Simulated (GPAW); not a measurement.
# W2COS MXene monolayer: work function by functional and basis

Wanted: work functions and dipole of W2COS MXene monolayer, with the cost of each level.

Calculated with GPAW 26.7.0; GPAW, PAW setups; layer in a repeated cell with vacuum, relaxation of atoms and in-plane cell, in the first sound run; inputs show where later runs differ.

### Step 1. The structure

The cell holds 5 atoms: 1 S, 2 W, 1 C and 1 O. Its edges and angles: a = 3.125 Å, b = 3.125 Å, c = 21.317 Å, α = 90.0°, β = 90.0°, γ = 120.0°. Vacuum lies along c.

### Step 2. Relaxation

The atoms are relaxed first, since the surface dipole, and with it the work function, follows the positions of the outer layers.

run.py reads:

```python
import json
import numpy as np
from ase import Atoms
from ase.filters import FrechetCellFilter
from ase.optimize import BFGS
from gpaw import GPAW, PW

slab = Atoms(
    ['S', 'W', 'C', 'W', 'O'],
    positions=[
        [-0.00000, 1.80446, 8.00000],
        [1.56270, 0.90223, 9.74184],
        [0.00000, 0.00000, 10.97504],
        [-0.00000, 1.80446, 12.20825],
        [1.56270, 0.90223, 13.31724]],
    cell=[[3.12541, 0.0, 0.0], [-1.5627, 2.70668, 0.0], [0.0, 0.0, 21.3172]],
    pbc=[True, True, True])

slab.calc = GPAW(mode=PW(600), xc='PBE', kpts={'size': (12, 12, 1), 'gamma': True},
                 occupations={'name': 'fermi-dirac', 'width': 0.05}, nbands='160%',
                 convergence={'density': 1e-05}, maxiter=200,
                 symmetry={'tolerance': 1e-3}, txt='slab.txt')
result = {}
# The in-plane cell is free; stress needs a cell that repeats along all three vectors
path = []
opt = BFGS(FrechetCellFilter(slab, mask=[1, 1, 0, 0, 0, 1]), maxstep=0.2)
opt.attach(lambda: path.append((slab.get_potential_energy(), slab.positions.tolist(), slab.get_forces().tolist())))
result['relaxed'] = bool(opt.run(fmax=0.02, steps=45))
result['path'] = path
result['cell'] = slab.cell.tolist()
print('in-plane lattice', slab.cell.cellpar().round(4)[[0, 1, 5]])
energy = slab.get_potential_energy()
fermi = slab.calc.get_fermi_level()
v = slab.calc.get_electrostatic_potential().mean((0, 1)) - fermi
n = slab.calc.get_pseudo_density().mean((0, 1))
L = slab.cell[2, 2]
z = np.arange(len(v)) * L / len(v)
low, high = slab.positions[:, 2].min(), slab.positions[:, 2].max()
below, above = np.interp([low - 5.8, high + 5.8], z, v)
slopes = [np.interp(x, z, np.gradient(v, z)) for x in (low - 5.8, high + 5.8)]
eps = np.array([[slab.calc.get_eigenvalues(k, s) for k in range(len(slab.calc.get_ibz_k_points()))]
                for s in range(slab.calc.get_number_of_spins())]) - fermi
top, bottom = eps[eps < 0].max(), eps[eps > 0].min()
dipole = slab.get_dipole_moment()[2]
print(f'energy {energy:.4f} eV, Fermi level {fermi:.4f} eV, dipole {dipole:.5f} e A')
print(f'potential 5.8 A off the faces, from the Fermi level: lower {below:.4f} eV, upper {above:.4f} eV')
print(f'slope of the potential there: lower {slopes[0]:.5f}, upper {slopes[1]:.5f} eV/A')
print(f'nearest levels on the mesh: {top:.4f} and {bottom:.4f} eV')
print('magnetic moment', round(slab.get_magnetic_moment(), 3))
result.update(energy=energy, fermi=fermi, dipole=dipole, below=below, above=above, slopes=slopes, edges=[top, bottom],
              z=z.tolist(), v=v.tolist(), n=n.tolist(), positions=slab.positions.tolist(),
              forces=slab.get_forces(apply_constraint=False).tolist(), moments=slab.get_magnetic_moments().tolist())
json.dump(result, open('result.json', 'w'))
```

Run with:

```console
$ OMP_NUM_THREADS=1 OPENBLAS_NUM_THREADS=1 python run.py
```

The program printed:

```text
Step          Energy          fmax
BFGS:    0      -44.025895        1.861547
BFGS:    1      -44.098292        1.475464
BFGS:    2      -44.202992        1.861374
BFGS:    3      -44.260467        0.693383
BFGS:    4      -44.283198        0.621422
BFGS:    5      -44.342517        0.594369
BFGS:    6      -44.361801        0.523004
BFGS:    7      -44.393995        0.409456
BFGS:    8      -44.407383        0.352590
BFGS:    9      -44.413617        0.128066
BFGS:   10      -44.413917        0.019561
in-plane lattice [  3.1716   3.1716 120.    ]
energy -44.4086 eV, Fermi level 0.4337 eV, dipole -0.05733 e A
potential 5.8 A off the faces, from the Fermi level: lower 5.1926 eV, upper 5.4583 eV
slope of the potential there: lower -0.05609, upper -0.05554 eV/A
nearest levels on the mesh: -0.0057 and 0.0942 eV
magnetic moment 0.0
```

Wall time 14 min (1 thread of Intel Xeon 6975P-C (Granite Rapids), shared host); peak memory 0.54 GiB.

Numbers from this step:

```yaml
dipole_along_the_normal: -0.05733 e·Å
levels_nearest_the_fermi_level_on_the_mesh: -0.005662, 0.09425 eV from the Fermi level
```

The electrostatic potential energy of an electron (without an applied field's), less the Fermi level, planar mean oscillates, so the rows of the table below give means over windows of 1 Å about each position, cut where the curve ends. Its maxima inside the range that stand out by 2 % of the span (Å: eV): 8.9: -6.11, 10.7: -12.1, 11.3: -13.0, 12.9: -10.4. Its minima: 8.2: -19.4, 9.9: -25.1, 11.0: -15.0, 12.0: -25.4, 13.0: -11.5.

Table of electrostatic potential energy of an electron (without an applied field's), less the Fermi level, planar mean by z; means over each step:

z (Å), electrostatic potential energy of an electron (without an applied field's), less the Fermi level, planar mean (eV) and a bar from the least value:
```
        0        5.3 ##############################
        1        5.3 ##############################
        2        5.2 ##############################
        3        5.2 #############################
        4        5.1 #############################
        5        5.0 #############################
        6        4.9 #############################
        7        3.3 ###########################
        8      -12.1 ##########
        9       -9.7 #############
       10      -20.6 #
       11      -13.5 #########
       12      -21.2 
       13      -10.0 #############
       14        3.7 ############################
       15        5.6 ##############################
       16        5.6 ##############################
       17        5.6 ##############################
       18        5.5 ##############################
       19        5.5 ##############################
       20        5.4 ##############################
       21        5.4 ##############################
```

The pseudo valence density, planar mean by z:

z (Å), pseudo valence density, planar mean (e/Å³) and a bar:
```
      5.0       0.00 
      5.5       0.00 
      6.0       0.00 
      6.5       0.01 
      7.0       0.06 #
      7.5       0.25 #####
      8.0       0.41 ########
      8.5       0.50 ##########
      9.0       0.47 #########
      9.5       0.95 ###################
     10.0       1.40 ############################
     10.5       0.72 ##############
     11.0       0.67 #############
     11.5       0.80 ################
     12.0       1.49 ##############################
     12.5       0.87 #################
     13.0       0.85 #################
     13.5       0.54 ###########
     14.0       0.09 ##
     14.5       0.01 
     15.0       0.00 
     15.5       0.00 
     16.0       0.00
```

The relaxation lowered the energy of the cell by 0.395 eV (energies extrapolated to zero smearing; the optimiser's log prints free energies). The largest force left on a free atom is 0.020 eV/Å.

### Step 3. Plane waves, PBE

With the geometry fixed, the planar mean of the potential gives the vacuum level on each side.

This step: GPAW, PAW setups; slab in vacuum (GPAW 26.7.0).

The cell differs from the one that the last finished run ended in (c 21.317 → 20.958 Å).

run.py: that of step 2 with these lines changed.

```diff
@@ -3,4 +3,2 @@
 from ase import Atoms
-from ase.filters import FrechetCellFilter
-from ase.optimize import BFGS
 from gpaw import GPAW, PW
@@ -10,23 +8,16 @@
     positions=[
-        [-0.00000, 1.80446, 8.00000],
-        [1.56270, 0.90223, 9.74184],
-        [0.00000, 0.00000, 10.97504],
-        [-0.00000, 1.80446, 12.20825],
-        [1.56270, 0.90223, 13.31724]],
-    cell=[[3.12541, 0.0, 0.0], [-1.5627, 2.70668, 0.0], [0.0, 0.0, 21.3172]],
-    pbc=[True, True, True])
+        [-0.00000, 1.83111, 8.00000],
+        [1.58578, 0.91555, 9.65588],
+        [0.00000, -0.00000, 10.77554],
+        [-0.00000, 1.83111, 11.84860],
+        [1.58578, 0.91555, 12.95818]],
+    cell=[[3.17157, -0.0, 0.0], [-1.58578, 2.74665, 0.0], [0.0, 0.0, 20.9582]],
+    pbc=[True, True, False])
 
-slab.calc = GPAW(mode=PW(600), xc='PBE', kpts={'size': (12, 12, 1), 'gamma': True},
+slab.calc = GPAW(mode=PW(500), xc='PBE', kpts={'size': (12, 12, 1), 'gamma': True},
                  occupations={'name': 'fermi-dirac', 'width': 0.05}, nbands='160%',
                  convergence={'density': 1e-05}, maxiter=200,
+                 poissonsolver={'dipolelayer': 'xy'},
                  symmetry={'tolerance': 1e-3}, txt='slab.txt')
 result = {}
-# The in-plane cell is free; stress needs a cell that repeats along all three vectors
-path = []
-opt = BFGS(FrechetCellFilter(slab, mask=[1, 1, 0, 0, 0, 1]), maxstep=0.2)
-opt.attach(lambda: path.append((slab.get_potential_energy(), slab.positions.tolist(), slab.get_forces().tolist())))
-result['relaxed'] = bool(opt.run(fmax=0.02, steps=45))
-result['path'] = path
-result['cell'] = slab.cell.tolist()
-print('in-plane lattice', slab.cell.cellpar().round(4)[[0, 1, 5]])
 energy = slab.get_potential_energy()
```

The program printed:

```text
energy -44.0530 eV, Fermi level 0.5254 eV, dipole -0.03949 e A
potential 5.8 A off the faces, from the Fermi level: lower 4.9244 eV, upper 5.7502 eV
slope of the potential there: lower 0.00034, upper 0.00043 eV/A
nearest levels on the mesh: -0.0056 and 0.0933 eV
magnetic moment 0.0
```

Run time: 81 s. Hardware: 1 thread; peak memory 0.27 GiB.

Numbers from this step:

```yaml
dipole_along_the_normal: -0.03949 e·Å
levels_nearest_the_fermi_level_on_the_mesh: -0.005591, 0.09335 eV from the Fermi level
upper_work_function: 5.750 eV
lower_work_function: 4.924 eV
```

The electrostatic potential energy of an electron (without an applied field's), less the Fermi level, planar mean oscillates, so the rows of the table below give means over windows of 0.5 Å about each position, cut where the curve ends. Its maxima inside the range that stand out by 2 % of the span (Å: eV): 8.70: -6.04, 10.39: -12.0, 11.13: -13.0, 12.63: -10.3. Its minima: 8.05: -19.3, 9.64: -25.2, 10.76: -15.0, 11.88: -25.3, 12.91: -11.5.

Table of electrostatic potential energy of an electron (without an applied field's), less the Fermi level, planar mean by z; means over each step:

z (Å), electrostatic potential energy of an electron (without an applied field's), less the Fermi level, planar mean (eV) and a bar from the least value:
```
      0.0        5.2 #############################
      0.5        4.9 #############################
      1.0        4.9 #############################
      1.5        4.9 #############################
      2.0        4.9 #############################
      2.5        4.9 #############################
      3.0        4.9 #############################
      3.5        4.9 #############################
      4.0        4.9 #############################
      4.5        4.9 #############################
      5.0        4.9 #############################
      5.5        4.9 #############################
      6.0        4.8 #############################
      6.5        4.4 #############################
      7.0        2.5 ###########################
      7.5       -5.6 ##################
      8.0      -17.3 ######
      8.5       -8.8 ###############
      9.0      -10.1 #############
      9.5      -22.4 
     10.0      -19.2 ####
     10.5      -13.1 ##########
     11.0      -13.9 #########
     11.5      -19.5 ###
     12.0      -22.8 
     12.5      -12.3 ###########
     13.0       -9.1 ##############
     13.5        1.5 ##########################
     14.0        5.1 #############################
     14.5        5.6 ##############################
     15.0        5.7 ##############################
     15.5        5.7 ##############################
     16.0        5.7 ##############################
     16.5        5.7 ##############################
     17.0        5.7 ##############################
     17.5        5.7 ##############################
     18.0        5.7 ##############################
     18.5        5.8 ##############################
     19.0        5.8 ##############################
     19.5        5.8 ##############################
     20.0        5.8 ##############################
     20.5        5.7 ##############################
```

The pseudo valence density, planar mean oscillates, so the rows of the table below give means over windows of 0.5 Å about each position, cut where the curve ends. Its maxima inside the range that stand out by 2 % of the span (Å: e/Å³): 8.42: 0.504, 9.73: 1.51, 11.79: 1.52, 12.91: 0.891. Its minima: 8.79: 0.462, 10.67: 0.665, 12.54: 0.735.

Table of pseudo valence density, planar mean by z; means over each step:

| z (Å) | pseudo valence density, planar mean (e/Å³) |
| --- | --- |
| 4.5 | 5.5e-5 |
| 5.0 | 2.5e-4 |
| 5.5 | 0.00120 |
| 6.0 | 0.00592 |
| 6.5 | 0.0283 |
| 7.0 | 0.130 |
| 7.5 | 0.341 |
| 8.0 | 0.424 |
| 8.5 | 0.486 |
| 9.0 | 0.591 |
| 9.5 | 1.26 |
| 10.0 | 1.08 |
| 10.5 | 0.686 |
| 11.0 | 0.699 |
| 11.5 | 1.09 |
| 12.0 | 1.30 |
| 12.5 | 0.808 |
| 13.0 | 0.796 |
| 13.5 | 0.318 |
| 14.0 | 0.0543 |
| 14.5 | 0.00790 |
| 15.0 | 0.00132 |
| 15.5 | 2.4e-4 |
| 16.0 | 4.3e-5 |

The potential is flat to 4.3e-4 eV/Å where it is read, so the vacuum is wide enough.

### Step 4. Self-consistent run: xc = "revPBE"

The same geometry under revPBE, to see how far the functional moves the levels against the vacuum.

run.py: that of step 3 with these lines changed.

```diff
@@ -16,3 +16,3 @@
 
-slab.calc = GPAW(mode=PW(500), xc='PBE', kpts={'size': (12, 12, 1), 'gamma': True},
+slab.calc = GPAW(mode=PW(500), xc='revPBE', kpts={'size': (12, 12, 1), 'gamma': True},
                  occupations={'name': 'fermi-dirac', 'width': 0.05}, nbands='160%',
```

The program printed:

```text
energy -42.1558 eV, Fermi level 0.6314 eV, dipole -0.03769 e A
potential 5.8 A off the faces, from the Fermi level: lower 4.8227 eV, upper 5.6111 eV
slope of the potential there: lower 0.00033, upper 0.00043 eV/A
nearest levels on the mesh: -0.0071 and 0.0962 eV
magnetic moment 0.0
```

It took 84 s on 1 thread; peak memory 0.26 GiB.

This step gave:

* dipole along the normal: -0.03769 e·Å
* levels nearest the Fermi level on the mesh: -0.007055, 0.09622 eV from the Fermi level
* upper work function: 5.611 eV
* lower work function: 4.823 eV

The electrostatic potential energy of an electron (without an applied field's), less the Fermi level, planar mean oscillates, so the rows of the table below give means over windows of 0.5 Å about each position, cut where the curve ends. Its maxima inside the range that stand out by 2 % of the span (Å: eV): 8.70: -6.11, 10.39: -12.1, 11.13: -13.0, 12.63: -10.4. Its minima: 8.05: -19.4, 9.64: -25.2, 10.76: -15.1, 11.88: -25.4, 12.91: -11.6.

The electrostatic potential energy of an electron (without an applied field's), less the Fermi level, planar mean by z; means over each step:

z (Å), electrostatic potential energy of an electron (without an applied field's), less the Fermi level, planar mean (eV) and a bar from the least value:
```
      0.0        5.1 #############################
      0.5        4.8 #############################
      1.0        4.8 #############################
      1.5        4.8 #############################
      2.0        4.8 #############################
      2.5        4.8 #############################
      3.0        4.8 #############################
      3.5        4.8 #############################
      4.0        4.8 #############################
      4.5        4.8 #############################
      5.0        4.8 #############################
      5.5        4.8 #############################
      6.0        4.7 #############################
      6.5        4.3 #############################
      7.0        2.4 ###########################
      7.5       -5.6 ##################
      8.0      -17.4 ######
      8.5       -8.9 ###############
      9.0      -10.2 #############
      9.5      -22.5 
     10.0      -19.3 ####
     10.5      -13.2 ##########
     11.0      -13.9 #########
     11.5      -19.6 ###
     12.0      -22.8 
     12.5      -12.4 ###########
     13.0       -9.2 ##############
     13.5        1.4 ##########################
     14.0        5.0 #############################
     14.5        5.5 ##############################
     15.0        5.6 ##############################
     15.5        5.6 ##############################
     16.0        5.6 ##############################
     16.5        5.6 ##############################
     17.0        5.6 ##############################
     17.5        5.6 ##############################
     18.0        5.6 ##############################
     18.5        5.6 ##############################
     19.0        5.6 ##############################
     19.5        5.6 ##############################
     20.0        5.6 ##############################
     20.5        5.6 ##############################
```

The pseudo valence density, planar mean oscillates, so the rows of the table below give means over windows of 0.5 Å about each position, cut where the curve ends. Its maxima inside the range that stand out by 2 % of the span (Å: e/Å³): 8.42: 0.505, 9.73: 1.51, 11.79: 1.52, 12.91: 0.891. Its minima: 8.79: 0.462, 10.67: 0.664, 12.54: 0.735.

Pseudo valence density, planar mean against z; means over each step:

| z (Å) | pseudo valence density, planar mean (e/Å³) |
| --- | --- |
| 4.5 | 5.7e-5 |
| 5.0 | 2.5e-4 |
| 5.5 | 0.00118 |
| 6.0 | 0.00579 |
| 6.5 | 0.0280 |
| 7.0 | 0.131 |
| 7.5 | 0.342 |
| 8.0 | 0.424 |
| 8.5 | 0.487 |
| 9.0 | 0.591 |
| 9.5 | 1.26 |
| 10.0 | 1.08 |
| 10.5 | 0.686 |
| 11.0 | 0.699 |
| 11.5 | 1.09 |
| 12.0 | 1.30 |
| 12.5 | 0.808 |
| 13.0 | 0.796 |
| 13.5 | 0.318 |
| 14.0 | 0.0540 |
| 14.5 | 0.00778 |
| 15.0 | 0.00131 |
| 15.5 | 2.4e-4 |
| 16.0 | 4.6e-5 |

Force by atom:

| atom | x (eV/Å) | y (eV/Å) | z (eV/Å) | size |
| --- | --- | --- | --- | --- |
| S1 | 0.000 | 0.000 | -0.137 | 0.137 |
| W2 | 0.000 | 0.000 | -0.098 | 0.098 |
| C3 | 0.000 | 0.000 | 0.008 | 0.008 |
| W4 | 0.000 | 0.000 | -0.015 | 0.015 |
| O5 | 0.000 | 0.000 | 0.202 | 0.202 |

The upper face's work function is 5.611 eV, against 5.750 eV in the first plane-wave PBE run at this geometry.

### Step 5. Self-consistent run: xc = "LDA"

The same geometry under LDA, to see how far the functional moves the levels against the vacuum.

run.py: that of step 4 with these lines changed.

```diff
@@ -16,3 +16,3 @@
 
-slab.calc = GPAW(mode=PW(500), xc='revPBE', kpts={'size': (12, 12, 1), 'gamma': True},
+slab.calc = GPAW(mode=PW(500), xc='LDA', kpts={'size': (12, 12, 1), 'gamma': True},
                  occupations={'name': 'fermi-dirac', 'width': 0.05}, nbands='160%',
```

The program printed:

```text
energy -49.0299 eV, Fermi level 0.1919 eV, dipole -0.04581 e A
potential 5.8 A off the faces, from the Fermi level: lower 5.1870 eV, upper 6.1443 eV
slope of the potential there: lower 0.00033, upper 0.00043 eV/A
nearest levels on the mesh: -0.0042 and 0.0930 eV
magnetic moment 0.0
```

It took 84 s on 1 thread; peak memory 0.26 GiB.

Numbers from this step:

```
dipole along the normal                    : -0.04581 e·Å
levels nearest the Fermi level on the mesh : -0.004160, 0.09300 eV from the Fermi level
upper work function                        : 6.144 eV
lower work function                        : 5.187 eV
```

The upper face's work function is 6.144 eV, against 5.750 eV in the first plane-wave PBE run at this geometry.

(Part 1 of 2 ends here.)

[Logs are printed without paths, hosts, clocks, repeated set-up lines and the standing remarks that a program may print on its own settings, such as how far it seeks lower states.]

[Hosts, paths, dates, database ids (printed as entryN), source tags and the programs' standing remarks are cut or masked in the printed files.]
